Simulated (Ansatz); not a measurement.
# Band gap of Cs2HgSe2 (Pbam) from density functionals to GW, part 2 of 2

Wanted: a ladder of band gaps for Cs2HgSe2 (Pbam), from density functionals to G0W0.

Ansatz 0.2.0; density functionals, hybrids and G0W0, plane waves, PAW. Known limits of the many-body steps: finite bands, screening cutoff and k mesh; no spin-orbit coupling in G0W0; d shells not analysed; screening cutoff under 40 eV in some runs.

So far. Step 10 (G0W0@HSE06, 2×2×4 mesh, 420 empty bands, screening to …): Over all 12 irreducible mesh points the G0W0 gap is 3.781 eV, from k = (-0.500, 0.000, 0.000) to k = Γ. The HSE06 gap of this run on the mesh is 2.888 eV. The two states that bound the G0W0 gap lie that far apart at the start, so the correction of the gap is 3.781 − 2.888 = +0.893 eV.

In doubt: masses and optical values from hybrid runs of this build are listed as unsure (step 10), which bears on the screening that GW takes from such a start.

### 12. The ladder

Each gap is the least one over the points named; times are wall times on shared hosts, not benchmarks. A G0W0 time includes the run's own self-consistent start. Runs with listed points see these and the mesh alone, so an edge that moves elsewhere is missed. Rows marked * are further runs, not shown as steps, whose inputs differ from the G0W0 step on the same start in the columns given; solver thresholds can differ too. Symmetry makes (0.500, 0.000, 0.000) and (-0.500, 0.000, 0.000) one point.

```csv
level,mesh,"files, cutoff","bands summed, screening",points,gap (eV),valence top,conduction bottom,least direct gap (eV),time
LDA,4×2×6,"soft_1 PAW, 420 eV",-,mesh and listed points,1.788,"(0.400, 0.000, 0.000)",Γ,1.821,16 s
PBE,4×2×6,"soft_1 PAW, 420 eV",-,mesh and path,1.997,"(0.400, 0.000, 0.000)",Γ,2.030,20 s
PBE+SOC,4×2×6,"soft_1 PAW, 420 eV",-,mesh and listed points,1.921,"(0.500, 0.000, 0.000)",Γ,1.990,27 s
r2SCAN,4×2×6,"soft_1 PAW, 500 eV",-,mesh and listed points,2.343,"(0.400, 0.000, 0.000)",Γ,2.378,19 s
HSE06,2×2×4,"soft_1 PAW, 420 eV",-,mesh and listed points,2.883,"(0.400, 0.000, 0.000)",Γ,2.921,84 s
PBE0,2×2×4,"soft_1 PAW, 420 eV",-,mesh and listed points,3.571,"(0.400, 0.000, 0.000)",Γ,3.610,77 s
DDH-PBE0,2×2×4,"soft_1 PAW, 420 eV",-,mesh and listed points,3.509,"(0.400, 0.000, 0.000)",Γ,3.548,1.8 min
G0W0@PBE*,2×2×4,"soft_1 PAW, 420 eV","218, 30 eV",all 12 irreducible mesh points,3.266,"(-0.500, 0.000, 0.000)",Γ,3.307,24 s
G0W0@PBE*,2×2×4,"soft_1 PAW, 420 eV","490, 60 eV",all 12 irreducible mesh points,3.358,"(-0.500, 0.000, 0.000)",Γ,3.397,65 s
G0W0@PBE,2×2×4,"soft_1 PAW, 420 eV","974, 100 eV",all 12 irreducible mesh points,3.437,"(-0.500, 0.000, 0.000)",Γ,3.472,1.8 min
G0W0@PBE*,2×2×2,"soft_1 PAW, 420 eV","490, 60 eV",all 8 irreducible mesh points,3.342,"(-0.500, 0.000, 0.000)",Γ,3.379,35 s
G0W0@HSE06,2×2×4,"soft_1 PAW, 420 eV","490, 60 eV",all 12 irreducible mesh points,3.781,"(-0.500, 0.000, 0.000)",Γ,3.823,3 min
G0W0@r2SCAN,2×2×4,"soft_1 PAW, 500 eV","490, 60 eV",all 12 irreducible mesh points,3.604,"(-0.500, 0.000, 0.000)",Γ,3.641,42 s
```

### 13. Summary of results

| Quantity | Value |
| --- | --- |
| LDA, over mesh and listed points | 1.788 eV |
| PBE, over mesh and path | 1.997 eV |
| PBE+SOC, over mesh and listed points | 1.921 eV |
| r2SCAN, over mesh and listed points | 2.343 eV |
| HSE06, over mesh and listed points | 2.883 eV |
| PBE0, over mesh and listed points | 3.571 eV |
| DDH-PBE0, over mesh and listed points | 3.509 eV |
| G0W0@PBE (974 bands, 2×2×4), over all 12 irreducible mesh points | 3.437 eV |
| G0W0@HSE06, over all 12 irreducible mesh points | 3.781 eV |
| G0W0@r2SCAN, over all 12 irreducible mesh points | 3.604 eV |
| known limits | finite bands, screening cutoff and k mesh; no spin-orbit coupling in G0W0; d shells not analysed; screening cutoff under 40 eV in some runs |

**Reading.** The rows run from 1.788 eV (LDA) to 3.781 eV (G0W0@HSE06). They differ in mesh, plane-wave cutoff, bands and screening cutoff of G0W0 and the points over which the gap was sought as well as in level, so only pairs that share these are like for like. PBE against LDA: 1.997 − 1.788 = +0.209 eV, with the same mesh, files and cutoff, and both edges at the same k points. PBE0 against HSE06: 3.571 − 2.883 = +0.688 eV, with the same mesh, files and cutoff, and both edges at the same k points. DDH-PBE0 against PBE0: 3.509 − 3.571 = −0.062 eV, with the same mesh, files and cutoff, and both edges at the same k points. G0W0@HSE06 against G0W0@PBE with 490 bands: 3.781 − 3.358 = +0.423 eV, with the same mesh, files and cutoffs, and both edges at the same k points. The dielectric-dependent hybrid took 0.240 of exact exchange, against 0.25 in PBE0. G0W0@PBE (974 bands, 2×2×4) moves the gap of its own start on the mesh by 3.437 − 2.004 = +1.433 eV, between the same two levels. Over mesh and path, PBE puts the valence top at k = (0.400, 0.000, 0.000), where no G0W0 correction was computed. The G0W0 gap over the whole zone is therefore not known from this run; at its settings it can only be equal to or under the 3.437 eV found, and no correction is carried over from another point. For the start itself the gap is 1.997 eV over mesh and path and 2.004 eV on the mesh of the G0W0 run, in runs that differ in mesh (4×2×6 and 2×2×4). G0W0@HSE06 moves the gap of its own start on the mesh by 3.781 − 2.888 = +0.893 eV, between the same two levels. Over mesh and listed points, HSE06 puts the valence top at k = (0.400, 0.000, 0.000), where no G0W0 correction was computed. The G0W0 gap over the whole zone is therefore not known from this run; at its settings it can only be equal to or under the 3.781 eV found, and no correction is carried over from another point. For the start itself the gap is 2.883 eV over mesh and listed points and 2.888 eV on the mesh of the G0W0 run. G0W0@r2SCAN moves the gap of its own start on the mesh by 3.604 − 2.348 = +1.256 eV, between the same two levels. Over mesh and listed points, r2SCAN puts the valence top at k = (0.400, 0.000, 0.000), where no G0W0 correction was computed. The G0W0 gap over the whole zone is therefore not known from this run; at its settings it can only be equal to or under the 3.604 eV found, and no correction is carried over from another point. For the start itself the gap is 2.343 eV over mesh and listed points and 2.348 eV on the mesh of the G0W0 run, in runs that differ in mesh (4×2×6 and 2×2×4). What spin-orbit coupling does to the G0W0 levels was not computed, so no sum with the G0W0 gap is formed. For G0W0@PBE: from 218 bands and 30 eV to 974 bands and 100 eV the gap moves by 3.437 − 3.266 = +0.171 eV (rung by rung 3.266, 3.358, 3.437 eV); bands and screening cutoff rise together, so their parts are not told apart. A line in one over the bands through the two highest rungs gives 3.437 + (3.437 − 3.358) × 490 / (974 − 490) = 3.517 eV, and through the pair below 3.358 + (3.358 − 3.266) × 218 / (490 − 218) = 3.432 eV. The two differ by 0.085 eV, not under the 0.030 eV asked, so the law does not hold well over these rungs and the limit is not known. The other G0W0 rows are shown at one basis each (490 bands), so their distance from the limit is not known here. With the 2×2×2 mesh in place of the 2×2×4 mesh and all else as in the G0W0@PBE row with 490 bands, the gap differs by 3.342 − 3.358 = −0.016 eV, and that of the start by 1.999 − 2.004 = −0.005 eV. The G0W0 runs are scalar-relativistic. One-shot GW is known to converge slowly in bands for compounds with shallow d shells. The cell holds Hg; the filling of the d shell and its place against the gap were not analysed here. G0W0@PBE runs of this series with other atomic data on the same mesh, not shown as steps, give 3.357 eV (hard PAW, 690 eV, 490 bands, screening to 60 eV; the table's row with the same empty bands and screening cutoff has 3.358 eV); where bands and cutoffs differ too, the part of the files is not isolated. A screening cutoff under 40 eV is crude: G0W0@PBE with 218 bands at 30 eV.

[Paths, hosts, dates, memory and timing lines, banners, echoed tables and standing remarks are left out of the program output.]

[Logs are printed without paths, hosts, clocks, repeated set-up lines and the standing remarks that a program may print on its own settings, such as how far it seeks lower states.]

[Runs of the session that timed out or met a known fault of the program may be left out.]

[Cells called generated may have been cut or substituted from an entry of the Crystallography Open Database or the Materials Project.]

[Hosts, paths, dates, database ids (printed as entryN), source tags and the programs' standing remarks are cut or masked in the printed files.]

[Where an RPA ε∞ is given, it is that of the G0W0 mesh and is not shown converged in it. Names of k-points follow the symmetry that the program found, which can be lower than the space group named. Band edges on a path are those of the sampled points; other points can move an edge, and change direct to indirect where valleys lie close.]

[Hybrid gaps are those of their k-mesh and are not shown converged in it.]
